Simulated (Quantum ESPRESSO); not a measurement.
# CaO (Lime): from strain to phonon shift

Aim: the phonon deformation potentials p and q of CaO (Lime), tested on a biaxially strained cell.

Program: Quantum ESPRESSO 7.5. Level of theory: DFT PBE, scalar-relativistic, plane waves, GBRV ultrasoft pseudopotentials. Results are calculated unless marked as measured.

### Step 1. The relaxed structure

The structure is cubic, space group Fm-3m (No. 225). Conventional cell: a = 4.832 Å, b = 4.832 Å, c = 4.832 Å, α = 90.00°, β = 90.00°, γ = 90.00°. Ca has 6 O at 2.42 Å nearest. Nearest to O lie 6 Ca at 2.42 Å. Farther neighbours and most contacts between anions are not listed.

This is the cell after its relaxation at this level of theory, not the database cell from which that began.

### Step 2. Uniaxial strain

The relaxed cell is stretched along z alone. This keeps all atoms on sites fixed by symmetry and splits the threefold mode into a singlet, polarised along z, and a doublet. The macroscopic field is left out, so these are transverse modes. Cutoff 55 Ry, k mesh 8×8×8.

From the response at ε_zz = 0.01:

Log:

```text
[banners, grids, parts of the stress and lines that vanish by symmetry left out]
Program PHONON v.7.5
     Reading xml data from directory:

[...]
Exchange-correlation= PBE
                           (   1   4   3   4   0   0   0)
[...]
kinetic-energy cut-off    =      55.0000  Ry
     charge density cut-off    =     440.0000  Ry
     convergence threshold     =      1.0E-18
[...]
Exchange-correlation= PBE
                           (   1   4   3   4   0   0   0)
[...]
q = (   0.0000000   0.0000000   0.0000000 )
     17 Sym.Ops. (with q -> -q+G )
     G cutoff =  469.2655  (  29971 G-vectors)     FFT grid: ( 45, 45, 45)
     G cutoff =  234.6328  (  10625 G-vectors)  smooth grid: ( 32, 32, 32)
     number of k points=    59
[...]
Mode symmetry, D_4h(4/mmm) point group:
[...]
Representation #   1 mode #   1
[...]
End of self-consistent calculation
     Convergence has been achieved
     Representation #   2 mode #   2
[...]
End of self-consistent calculation
     Convergence has been achieved
     Representation #   3 modes #   3   4
[...]
End of self-consistent calculation
     Convergence has been achieved
     Representation #   4 modes #   5   6
[...]
End of self-consistent calculation
     Convergence has been achieved
[...]
q = (    0.000000000   0.000000000   0.000000000 )
[...]
freq (    1) =       0.029258 [THz] =       0.975932 [cm-1]
     freq (    2) =       0.029258 [THz] =       0.975932 [cm-1]
     freq (    3) =       0.055352 [THz] =       1.846328 [cm-1]
     freq (    4) =       6.948159 [THz] =     231.765620 [cm-1]
     freq (    5) =       7.700687 [THz] =     256.867276 [cm-1]
     freq (    6) =       7.700687 [THz] =     256.867276 [cm-1]
[...]
Mode symmetry, D_4h(4/mmm) point group:
     freq (   1-   2) =          1.0  [cm-1]   --> E_u  X_5' M_5'  I
     freq (   3-   3) =          1.8  [cm-1]   --> A_2u X_4' M_4'  I
     freq (   4-   4) =        231.8  [cm-1]   --> A_2u X_4' M_4'  I
     freq (   5-   6) =        256.9  [cm-1]   --> E_u  X_5' M_5'  I

   JOB DONE.
```

```
  ε_zz  singlet (cm⁻¹)  doublet (cm⁻¹)  σ_zz (GPa)  σ_xx (GPa)
 -0.01          280.33          254.24      -2.053      -0.492
-0.005          267.99          255.08      -0.944      -0.195
     0          255.79          255.79       0.096       0.096
 0.005          243.67          256.36       1.070       0.380
  0.01          231.77          256.87       1.982       0.658
```

Stress is counted positive in tension.

### Step 3. The fit

To first order ω² − ω₀² = p ε_zz + q (ε_xx + ε_yy) for the mode along z, and likewise for x and y. With ε_zz alone the singlet gives p and the doublet q.

The linear terms of parabolas through ω² are p = -19.01 ω₀² and q = 1.02 ω₀², with ω₀ = 255.8 cm⁻¹. Those of the stresses are C11 = 202 GPa and C12 = 58 GPa. Under hydrostatic strain p and q imply γ = −(p + 2q)/(6 ω₀²) = 2.83.

A layer held to an in-plane strain ε and free along z takes ε_zz = −2 (C12/C11) ε = -0.570 ε. To first order the singlet then shifts by (q − p C12/C11) ε / ω₀ = 1647 ε cm⁻¹. For ε = 0.004, ε_zz = -0.00228, the formulas for ω² predict 262.30 cm⁻¹ for the singlet and 246.11 cm⁻¹ for the doublet.

### Step 4. A biaxially strained cell

This run was no part of the fit.

Log:

```text
[banners, grids, parts of the stress and lines that vanish by symmetry left out]
[banner, memory and clock lines left out]
Program PHONON v.7.5

[...]
Exchange-correlation= PBE
                           (   1   4   3   4   0   0   0)
[...]
kinetic-energy cut-off    =      55.0000  Ry
     charge density cut-off    =     440.0000  Ry
     convergence threshold     =      1.0E-18
[...]
Exchange-correlation= PBE
                           (   1   4   3   4   0   0   0)
[...]
q = (   0.0000000   0.0000000   0.0000000 )
     17 Sym.Ops. (with q -> -q+G )
     G cutoff =  465.4003  (  29883 G-vectors)     FFT grid: ( 45, 45, 45)
     G cutoff =  232.7002  (  10601 G-vectors)  smooth grid: ( 32, 32, 32)
     number of k points=    59
[...]
Mode symmetry, D_4h(4/mmm) point group:
[...]
Representation #   1 mode #   1
[...]
End of self-consistent calculation
     Convergence has been achieved
     Representation #   2 mode #   2
[...]
End of self-consistent calculation
     Convergence has been achieved
     Representation #   3 modes #   3   4
[...]
End of self-consistent calculation
     Convergence has been achieved
     Representation #   4 modes #   5   6
[...]
End of self-consistent calculation
     Convergence has been achieved
[...]
q = (    0.000000000   0.000000000   0.000000000 )
[...]
freq (    1) =       0.018172 [THz] =       0.606169 [cm-1]
     freq (    2) =       0.018172 [THz] =       0.606169 [cm-1]
     freq (    3) =       0.043437 [THz] =       1.448895 [cm-1]
     freq (    4) =       7.383138 [THz] =     246.274974 [cm-1]
     freq (    5) =       7.383138 [THz] =     246.274974 [cm-1]
     freq (    6) =       7.862204 [THz] =     262.254896 [cm-1]
[...]
Mode symmetry, D_4h(4/mmm) point group:
     freq (   1-   2) =          0.6  [cm-1]   --> E_u  X_5' M_5'  I
     freq (   3-   3) =          1.4  [cm-1]   --> A_2u X_4' M_4'  I
     freq (   4-   5) =        246.3  [cm-1]   --> E_u  X_5' M_5'  I
     freq (   6-   6) =        262.3  [cm-1]   --> A_2u X_4' M_4'  I
```

```
   mode  predicted (cm⁻¹)  run (cm⁻¹)
singlet            262.30      262.25
doublet            246.11      246.27
```

The stress along z is 0.092 GPa and that in the plane 0.974 GPa; the unstrained cell carries 0.096 GPa.

### Step 5. Summary of results

```
p (in units of the squared frequency)           : -19.01
q (same units)                                  : 1.022
shift of the singlet per unit of biaxial strain : 1647 cm⁻¹
C11 and C12                                     : 202 and 58 GPa
```

What this shows: To first order, one per cent of tensile biaxial strain moves the singlet of CaO (Lime) by 16.5 cm⁻¹ and the doublet by -23.7 cm⁻¹; the formulas miss the test run by up to 0.16 cm⁻¹. In the rock-salt structure this mode is infrared active and has no first-order Raman line. The third potential, r, needs shear strain, which was not run. These are harmonic values at zero temperature.

[Host names and launcher messages were left out of these logs when they were recorded.]

[Logs are printed without paths, hosts, clocks, repeated set-up lines and the standing remarks that a program may print on its own settings, such as how far it seeks lower states.]

[Hosts, paths, dates, database ids (printed as entryN), source tags and the programs' standing remarks are cut or masked in the printed files.]
